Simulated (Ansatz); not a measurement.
# The perfect Ni wire along [110], 7 atoms a period, part 2 of 2

What gap, if any, does the Ni wire along [110], 7 atoms a period have, and how many channels would it open?

Ansatz 0.2.0; DFT PBE, plane waves, PAW; relaxation of a wire's period; PAW set soft_1 (the session's first sound run).

So far: Starting point; The relaxed wire.

## (2) The relaxed wire (continued)

The steps of the relaxation:

| step | energy less that of the first step (eV) | largest force component (eV/Å) | pressure (GPa) | volume (Å³) |
| --- | --- | --- | --- | --- |
| 1 | 0.0000 | 0.7917 | -2.95 | 302.54 |
| 2 | -0.2077 | 0.4303 | -1.57 | 297.17 |
| 3 | -0.2808 | 0.1151 | 0.45 | 289.46 |
| 4 | -0.2855 | 0.0114 | 0.02 | 290.55 |
| 5* | -0.2826 | 0.0113 | 0.03 | 290.55 |

Relaxation steps marked * repeat the geometry before them on a plane-wave basis chosen anew for their cell, so energy and pressure can jump there.

The run keeps the 8 symmetry operations that it works with, so distortions that break them were not tested.

| cell as run | before | after | change |
| --- | --- | --- | --- |
| c (Å) | 2.489 | 2.390 | -4.0 % |

The atoms that moved most (Å, along periodic axes as changes of fractional coordinates times the final cell, across vacuum about the mean position):

| atom | dx | dy | dz | length |
| --- | --- | --- | --- | --- |
| Ni1 | 0.000 | -0.108 | 0.000 | 0.108 |
| Ni7 | 0.000 | 0.108 | 0.000 | 0.108 |
| Ni4 | 0.012 | -0.034 | 0.000 | 0.036 |
| Ni6 | -0.012 | -0.034 | 0.000 | 0.036 |
| Ni3 | 0.012 | 0.034 | 0.000 | 0.036 |
| Ni5 | -0.012 | 0.034 | 0.000 | 0.036 |

Final coordinates:

```cif
data_structure
_symmetry_space_group_name_H-M 'P 1'
_symmetry_Int_Tables_number 1
_cell_length_a 10.3200
_cell_length_b 11.7780
_cell_length_c 2.3904
_cell_angle_alpha 90.000
_cell_angle_beta 90.000
_cell_angle_gamma 90.000
_cell_volume 290.55
loop_
_atom_site_label
_atom_site_type_symbol
_atom_site_fract_x
_atom_site_fract_y
_atom_site_fract_z
_atom_site_occupancy
Ni1 Ni 0.50000 0.70217 0.00000 1
Ni2 Ni 0.50000 0.50000 0.00000 1
Ni3 Ni 0.33059 0.39719 0.50000 1
Ni4 Ni 0.33059 0.60281 0.50000 1
Ni5 Ni 0.66941 0.39719 0.50000 1
Ni6 Ni 0.66941 0.60281 0.50000 1
Ni7 Ni 0.50000 0.29783 0.00000 1
```

This step gave:

| Property | Result |
| --- | --- |
| energy at zero smearing | -40870.8797 eV |
| total moment | 5.357 μB |
| absolute moment | 5.950 μB |
| cell length along the wire | 2.390 Å |

Site moment by atom:

| atom | site moment (μB) |
| --- | --- |
| Ni1 | 0.771 |
| Ni2 | 0.807 |
| Ni3 | 0.790 |
| Ni4 | 0.790 |
| Ni5 | 0.790 |
| Ni6 | 0.790 |
| Ni7 | 0.771 |

The cell's length comes to 2.390 Å with an absolute moment of 5.95 μB a cell.

## (3) The perfect wire

This step: DFT PBE, plane waves, PAW; bands of a perfect wire; PAW set soft_1 (Ansatz 0.2.0).

At the relaxed period the bands are computed along the axis; those that cross an energy going forward count the channels that a perfect wire would open there.

input.yaml

```yaml
crystal:
  lattice:
    - [10.32, 0.0, 0.0]
    - [0.0, 11.778, 0.0]
    - [0.0, 0.0, 2.390426667]
  atoms:
    - { symbol: Ni, position: [0.5, 0.702172593, 0.0], spin: 0.77 }
    - { symbol: Ni, position: [0.5, 0.5, 0.0], spin: 0.81 }
    - { symbol: Ni, position: [0.330592921, 0.397186244, 0.5], spin: 0.79 }
    - { symbol: Ni, position: [0.330592921, 0.602813756, 0.5], spin: 0.79 }
    - { symbol: Ni, position: [0.669407079, 0.397186244, 0.5], spin: 0.79 }
    - { symbol: Ni, position: [0.669407079, 0.602813756, 0.5], spin: 0.79 }
    - { symbol: Ni, position: [0.5, 0.297827407, 0.0], spin: 0.77 }
magnetization:
  spin_polarized: true
kpoints:
  mp_grid: { grid: [1, 1, 34] }
  band_path: { path: ["Γ", Z], npoints: 90 }
scf:
  occupations: { method: fermi_dirac, width: 0.05 }
hamiltonian:
  xc: pbe
  pseudopotentials: { kind: paw, azcp: { folder: soft_1 } }
output:
  dos: { e_range: [-5, 4] }
  write_potential: true
  write_density: true
  volumetric_format: npy
```

Run with:

```sh
ansatz run input.yaml --threads 4 --pin off --max-ram 16384MiB --backend cpu --events-out ev --progress --plain --runs-dir out
```

Numbers of over 12 decimals in the logs are rounded to 6 here.

What it wrote:

```text
[...]
Crystal: 7 atoms, lattice volume = 290.554 Å³
Basis set: ecut = 420 eV, 5599 PW (Γ)
Bands: 79, of which v1, the nominal top of the filled ones, is band 63 counted from 1 (62 counted from 0)
Symmetry: 8 space group operations
[...]
k-points: 18 of 34
[...]
Starting moments: Σ|m| = 5.51 μB on 7 of 7 sites
[...]
SCF iter   1: F=—  HF=-40863.964365 eV  |F-HF|=—  |Δ(HF+E_count)|=         —  Δρ=2.31e-2 (↑2.31e-2 ↓1.93e-2)  dr2=1.14e1  dr2_m=7.09e-1  M=6.072 μB ∫|m|=6.317 μB  β_m=0.30  ethr=3.10e-3  ⟨swp⟩=8.4  Hψ=13814  notcnv=0  defer=47
[...]
SCF iter  15: F=-40870.943625 eV  HF=-40870.943625 eV  |F-HF|=1.28e-8  |Δ(HF+E_count)|=   1.06e-9  Δρ=1.93e-6 (↑8.96e-7 ↓1.93e-6)  dr2=1.28e-8  dr2_m=1.04e-9  M=5.387 μB ∫|m|=5.967 μB  ethr=1.00e-11  ⟨swp⟩=13.0  Hψ=13409  notcnv=0
SCF 1 converged in 15 iterations: F = -40870.943625 eV  dr2 = 1.28e-8
[...]
WARN: The output density's exchange-correlation potential varies sharply where the density is thin. Do not read a vacuum level from v_tot or v_xc, or from such a field of the output density. On a cell that repeats whose density bears no net charge and no dipole along the vacuum's axis use v_es (v_loc + v_h of the components); under efield.dipole_correction with no amplitude use v_es + v_field, which holds any externa [...]
NSCF: frozen V_eff on 91 k-points
SCF converged after 15 iterations
Magnetization: 5.3872 μB (65.6936 up, 60.3064 down)
Absolute magnetization: 5.9727 μB (∫|ρ↑−ρ↓|, with the PAW one-centre terms)
[...]
Per-site moments (μB) at R_I (Å): [(0.775064, 0.982240), (0.810912, 0.982240), (0.793317, 0.986051), (0.793317, 0.986051), (0.793317, 0.986051), (0.793317, 0.986051), (0.775064, 0.982240)]
Free energy (F): -40870.943625 eV
[...]
Internal energy: -40870.810373 eV  (E = F + TS)
E sigma→0 (E₀):  -40870.876999 eV
Entropy (-TS):   -0.133251 eV (-19.036 meV/atom)
Fermi energy:    1.405326 eV
[...]
--- Band table (eV; the first three rows and the last of 36) ---
  k-point 0 ↑: bands = [... 59 lower, 0.5276, 0.7107, 0.7380, 0.7575, 0.7855, 0.8286, 0.8507, 0.8895, ... 12 higher]
  k-point 1 ↑: bands = [... 59 lower, 0.4982, 0.6706, 0.7015, 0.7360, 0.7763, 0.8023, 0.8143, 0.9131, ... 12 higher]
  k-point 2 ↑: bands = [... 59 lower, 0.4648, 0.5631, 0.6193, 0.6778, 0.7369, 0.7498, 0.7950, 0.9825, ... 12 higher]
  k-point 17 ↓: bands = [... 59 lower, 1.6701, 1.7047, 1.8545, 1.9663, 3.3148, 3.3460, 3.5739, 4.5562, ... 12 higher]
```

Elapsed: 49 s, on 4 threads of Arm Neoverse V2, shared host; peak memory 2 GiB; 3.2 min of CPU time.

Numbers from this step:

```yaml
energy_at_zero_smearing: -40870.8770 eV
total_moment: 5.387 μB
absolute_moment: 5.973 μB
band_gap: 0 eV
```

Between Γ and Z the bands cross the Fermi level 17 times, so a perfect wire would conduct at least 8.5 G₀, with an absolute moment of 5.97 μB a cell.

## (4) Results

| Property | Result |
| --- | --- |
| cell length, PBE | 2.390 Å |
| absolute moment, PBE | 5.97 μB |
| ballistic conductance by band crossings, a lower bound, PBE | 8.5 G₀ |

In words: Under PBE the cell's length is 2.39 Å, the absolute moment is 5.97 μB a cell, and the bands cross the Fermi level 17 times between Γ and Z, which gives a perfect wire at least 8.5 G₀ (opposite crossings within one step of the path cancel in such a count). In the perfect wire the moments were started parallel, and no opposed start was run. No search over magnetic orders was made; another may lie lower.

[Logs are printed without paths, hosts, clocks, repeated set-up lines and the standing remarks that a program may print on its own settings, such as how far it seeks lower states.]

[Hosts, paths, dates, database ids (printed as entryN), source tags and the programs' standing remarks are cut or masked in the printed files.]
